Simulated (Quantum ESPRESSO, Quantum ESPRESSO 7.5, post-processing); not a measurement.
## WSi2N4, 1 layer: a series in the share of short-range exact exchange

Wanted: a table for WSi2N4, 1 layer against the share of short-range exact exchange, and what can be fitted to it.

Calculated with Quantum ESPRESSO 7.5; plane-wave DFT, PBE, SG15 norm-conserving pseudopotentials (geometry by pw.x at PBE, GBRV ultrasoft).

Most raw output is cut from this account.

### 1. The starting structure

The cell holds 7 atoms: 4 N, 2 Si and 1 W. Cell: a = 2.920 Å, b = 2.920 Å, c = 22.101 Å, α = 90.0°, β = 90.0°, γ = 120.0°. It derives from WSi2N4. Vacuum lies along c.

Set-up: Cell and atoms are relaxed under PBE (GBRV files) and held. Screened hybrids with norm-conserving files, screening 0.106 per bohr, fixed occupations, a 9×9×1 mesh with exchange on 3×3×1 q points. Levels count from the potential in the middle of the vacuum.

Members 0.15, 0.2 and 0.25 took the same steps and show in the table alone.

### 2. Relaxing cell and ions of the reference

What the set-up leaves free in this member is relaxed.

ref.relax.in reads:

```
&control
  prefix = 'ref.relax'
  outdir = './out'
  pseudo_dir = './pseudo'
  nstep = 80
  forc_conv_thr = 0.0004
  calculation = 'vc-relax'
  etot_conv_thr = 1e-06
/
&system
  ibrav = 0
  nat = 7
  ntyp = 3
  ecutwfc = 50
  ecutrho = 250
  occupations = 'smearing'
  smearing = 'fd'
  degauss = 0.004
/
&electrons
  conv_thr = 1e-09
  mixing_beta = 0.4
  electron_maxstep = 120
  mixing_mode = 'plain'
/
&ions
/
&cell
  cell_dofree = '2Dxy'
  press_conv_thr = 0.3
/
ATOMIC_SPECIES
  N   14.0070  n_pbe_v1.2.uspp.F.UPF
  Si  28.0850  si_pbe_v1.uspp.F.UPF
  W   183.8400  w_pbe_v1.2.uspp.F.UPF
CELL_PARAMETERS angstrom
  2.92000000000000 0.00000000000000 0.00000000000000
  -1.46000000000000 2.52879417905056 0.00000000000000
  0.00000000000000 0.00000000000000 22.10102208348185
ATOMIC_POSITIONS crystal
  N   0.000000000000 0.000000000000 0.339350821499
  Si  0.333333333300 0.666666666700 0.360591118869
  N   0.333333333300 0.666666666700 0.439772977219
  W   0.000000000000 0.000000000000 0.500000000000
  N   0.333333333300 0.666666666700 0.560227022781
  Si  0.333333333300 0.666666666700 0.639408881131
  N   0.000000000000 0.000000000000 0.660649178501
K_POINTS automatic
  12 12 1 0 0 0
```

Run with:

```bash
$ OMP_NUM_THREADS=1 mpirun -n 4 pw.x -nk 4 -in ref.relax.in > ref.relax.out
```

The job ended after 3.9 min (4 MPI ranks of Arm Neoverse V1, shared host; peak memory 0.92 GiB; 16 min of CPU time).

Step by step:

```csv
step,energy less that of the first step (eV),largest force (eV/Å),volume (Å³)
1,0.0000,1.7806,163.20
2,-0.1170,0.7439,162.05
3,-0.1447,0.2104,161.36
4,-0.1462,0.1517,161.28
5,-0.1477,0.1106,161.24
6,-0.1495,0.0651,161.24
7,-0.1511,0.0351,161.35
8,-0.1515,0.0145,161.49
9,-0.1515,0.0085,161.56
10,-0.1515,0.0009,161.60
11,-0.1503,0.0010,161.60
```

```csv
cell as run,before,after,change
a (Å),2.920,2.906,-0.5 %
b (Å),2.920,2.906,-0.5 %
```

The atoms that moved most (Å, along periodic axes as changes of fractional coordinates times the final cell, across vacuum about the mean position):

```csv
atom,dx,dy,dz,length
N5,0.000,0.000,-0.062,0.062
N3,0.000,0.000,0.062,0.062
Si6,0.000,0.000,-0.053,0.053
Si2,0.000,0.000,0.053,0.053
```

 The last row is no step: it is a fresh SCF in the final cell with a new plane-wave basis, +1 meV from the row before.

Numbers from this step:

| Property | Result |
| --- | --- |
| free energy | -3528.8974 eV |
| Fermi energy | 3.734 eV |

### 3. Ground state, 0

The self-consistent run of this member.

Level of this step: plane-wave DFT, PBE, SG15 norm-conserving pseudopotentials (Quantum ESPRESSO 7.5).

m0.scf.in reads:

```
&control
  prefix = 'm0.scf'
  outdir = './out'
  pseudo_dir = './pseudo'
  calculation = 'scf'
  tprnfor = .true.
/
&system
  ibrav = 0
  nat = 7
  ntyp = 3
  ecutwfc = 60
  ecutrho = 240
  occupations = 'fixed'
  nbnd = 31
/
&electrons
  conv_thr = 1e-08
  mixing_beta = 0.6
  electron_maxstep = 120
/
ATOMIC_SPECIES
  N   14.0070  N_ONCV_PBE-1.2.upf
  Si  28.0850  Si_ONCV_PBE-1.2.upf
  W   183.8400  W_ONCV_PBE-1.2.upf
CELL_PARAMETERS angstrom
  2.90569439000000 0.00000000000000 0.00000000000000
  -1.45284719500000 2.51640515800000 0.00000000000000
  0.00000000000000 0.00000000000000 22.10102208300000
ATOMIC_POSITIONS crystal
  N   0.000000000000 0.000000000000 0.339498739200
  Si  0.333333333300 0.666666666700 0.362981816800
  N   0.333333333300 0.666666666700 0.442585811400
  W   0.000000000000 0.000000000000 0.500000000000
  N   0.333333333300 0.666666666700 0.557414188600
  Si  0.333333333300 0.666666666700 0.637018183200
  N   0.000000000000 0.000000000000 0.660501260800
K_POINTS automatic
  9 9 1 0 0 0
```

Run with:

```bash
$ OMP_NUM_THREADS=1 mpirun -n 4 pw.x -nk 4 -in m0.scf.in > m0.scf.out
```

It took 29 s on 4 MPI ranks; peak memory 0.45 GiB; 1.9 min of CPU time.

This step gave:

| Property | Result |
| --- | --- |
| free energy | -8704.9456 eV |
| valence top, on the run's zero | 3.859 eV |
| conduction bottom, on the run's zero | 6.293 eV |
| gap by band count | 2.434 eV |

### 4. Potential by pp.x, 0

plot_num = 11 writes the bare and Hartree potential, from which vacuum levels or, in a crystal, the mean potential are read.

m0.pot.in reads:

```
&inputpp
  prefix = 'm0.scf'
  outdir = './out'
  filplot = 'm0.pot.dat'
  plot_num = 11
/
```

Run with:

```bash
$ OMP_NUM_THREADS=1 mpirun -n 4 pp.x -in m0.pot.in > m0.pot.out
```

Elapsed: 0.71 s, on 4 MPI ranks; peak memory 0.09 GiB; 2.5 s of CPU time.

This step gave:

```
potential in the middle of the vacuum, over the valence top : 5.330 eV
```

Electrostatic potential energy of an electron; zero at the highest filled level of the SCF mesh. The potential energy, planar mean by z:

z (Å), potential energy, planar mean (eV) and a bar from the least value:
```
      0.0        5.3 ##############################
      0.5        5.3 ##############################
      1.0        5.3 ##############################
      1.5        5.3 ##############################
      2.0        5.3 ##############################
      2.5        5.3 ##############################
      3.0        5.3 ##############################
      3.5        5.3 ##############################
      4.0        5.3 ##############################
      4.5        5.3 ##############################
      5.0        5.3 ##############################
      5.5        5.3 ##############################
      6.0        5.1 ##############################
      6.5        3.9 #############################
      7.0       -2.1 ########################
      7.5      -19.0 ##########
      8.0      -29.7 #
      8.5      -10.2 #################
      9.0       -0.4 #########################
      9.5       -4.6 ######################
     10.0       -8.9 ##################
     10.5      -13.2 ###############
     11.0      -30.5 
     11.5      -17.1 ###########
     12.0       -8.3 ###################
     12.5       -6.8 ####################
     13.0        0.0 ##########################
     13.5       -6.9 ####################
     14.0      -27.9 ##
     14.5      -22.2 #######
     15.0       -4.9 #####################
     15.5        3.4 ############################
     16.0        5.0 ##############################
     16.5        5.3 ##############################
     17.0        5.3 ##############################
     17.5        5.3 ##############################
     18.0        5.3 ##############################
     18.5        5.3 ##############################
     19.0        5.3 ##############################
     19.5        5.3 ##############################
     20.0        5.3 ##############################
     20.5        5.3 ##############################
     21.0        5.3 ##############################
     21.5        5.3 ##############################
```

### 5. Ground state, 0.1

Level of this step: plane-wave DFT, screened hybrid with 0.1 exact exchange, SG15 norm-conserving pseudopotentials (Quantum ESPRESSO 7.5). input_dft overrides the functional of the files.

m1.scf.in is the input of step 3 with these lines changed:

```diff
@@ -1,3 +1,3 @@
 &control
-  prefix = 'm0.scf'
+  prefix = 'm1.scf'
   outdir = './out'
@@ -15,2 +15,8 @@
   nbnd = 31
+  input_dft = 'hse'
+  exx_fraction = 0.1
+  nqx1 = 3
+  nqx2 = 3
+  nqx3 = 1
+  ecutfock = 60
 /
```

Run with:

```bash
$ OMP_NUM_THREADS=1 mpirun -n 4 pw.x -nk 4 -in m1.scf.in > m1.scf.out
```

Elapsed: 2.5 min, on 4 MPI ranks; peak memory 4.2 GiB.

Read from the output:

* free energy: -8698.0683 eV
* valence top, on the run's zero: 3.594 eV
* conduction bottom, on the run's zero: 6.246 eV
* gap by band count: 2.652 eV

### 6. SCF with pw.x, 0.3

Level of this step: plane-wave DFT, screened hybrid with 0.3 exact exchange, SG15 norm-conserving pseudopotentials (Quantum ESPRESSO 7.5). input_dft overrides the functional of the files.

m5.scf.in is the input of step 5 with these lines changed:

```diff
@@ -1,3 +1,3 @@
 &control
-  prefix = 'm1.scf'
+  prefix = 'm5.scf'
   outdir = './out'
@@ -16,3 +16,3 @@
   input_dft = 'hse'
-  exx_fraction = 0.1
+  exx_fraction = 0.3
   nqx1 = 3
```

Run with:

```bash
$ OMP_NUM_THREADS=1 mpirun -n 4 pw.x -nk 4 -in m5.scf.in > m5.scf.out
```

The job ended after 3.7 min (4 MPI ranks; peak memory 4.2 GiB; 15 min of CPU time).

This step gave:

```
free energy                          : -8684.4955 eV
valence top, on the run's zero       : 3.022 eV
conduction bottom, on the run's zero : 6.126 eV
gap by band count                    : 3.104 eV
```

### 7. Self-consistent run, 0.4

Level of this step: plane-wave DFT, screened hybrid with 0.4 exact exchange, SG15 norm-conserving pseudopotentials (Quantum ESPRESSO 7.5). input_dft overrides the functional of the files.

m6.scf.in is the input of step 6 with these lines changed:

```diff
@@ -1,3 +1,3 @@
 &control
-  prefix = 'm5.scf'
+  prefix = 'm6.scf'
   outdir = './out'
@@ -16,3 +16,3 @@
   input_dft = 'hse'
-  exx_fraction = 0.3
+  exx_fraction = 0.4
   nqx1 = 3
```

Run with:

```bash
$ OMP_NUM_THREADS=1 mpirun -n 4 pw.x -nk 4 -in m6.scf.in > m6.scf.out
```

Wall time 4.6 min (4 MPI ranks); peak memory 4.2 GiB; 18 min of CPU time.

This step gave:

| Item | Value |
| --- | --- |
| free energy | -8677.7989 eV |
| valence top, on the run's zero | 2.715 eV |
| conduction bottom, on the run's zero | 6.054 eV |
| gap by band count | 3.339 eV |

### 8. The series side by side

The series in one table:

```csv
"the share of short-range exact exchange (0.25 is HSE06, 0 is PBE)",gap on the mesh (eV),vacuum level over the valence top (eV)
0,2.434,5.33
0.1,2.652,5.574
0.15,2.763,5.702
0.2,2.875,5.833
0.25,2.989,5.967
0.3,3.104,6.106
0.4,3.339,6.391
```

### 9. A check by hand

A line through all members has gap = 2.427 + 2.262 α eV and misses single members by up to 0.007 eV; a gap of 2.93 eV, 0.5 above the first member's, would need α = (2.93 − 2.427)/2.262 = 0.22.

### 10. Summary of results

| Quantity | Value |
| --- | --- |
| gap at a share of 0.25 (HSE06) | 2.99 eV |
| gap on the mesh, at 0 and at 0.4 | 2.43, 3.34 eV |
| vacuum level over the valence top, at 0 and at 0.4 | 5.33, 6.39 eV |

What this shows: The series holds 7 members; gap at a share of 0.25 (HSE06): 2.99 eV. From 0 to 0.4 the gap on the mesh rises from 2.43 to 3.34 eV. From 0 to 0.4 the vacuum level over the valence top rises from 5.33 to 6.39 eV. The valence top sinks by 2.66 eV and the gap opens by 2.26 eV per unit share, so the valence top carries 117 % of the opening. Gaps are those of the mesh; no spin-orbit coupling; the q mesh was not tested; the geometry stays that of PBE.

[Logs are printed without paths, hosts, clocks, repeated set-up lines and the standing remarks that a program may print on its own settings, such as how far it seeks lower states.]

[Hosts, paths, dates, database ids (printed as entryN), source tags and the programs' standing remarks are cut or masked in the printed files.]

[Maps of the electrostatic potential energy from Ansatz leave out the sawtooth potential of an applied field or a dipole correction, so their vacuum need not be flat; planar profiles and work functions include it.]
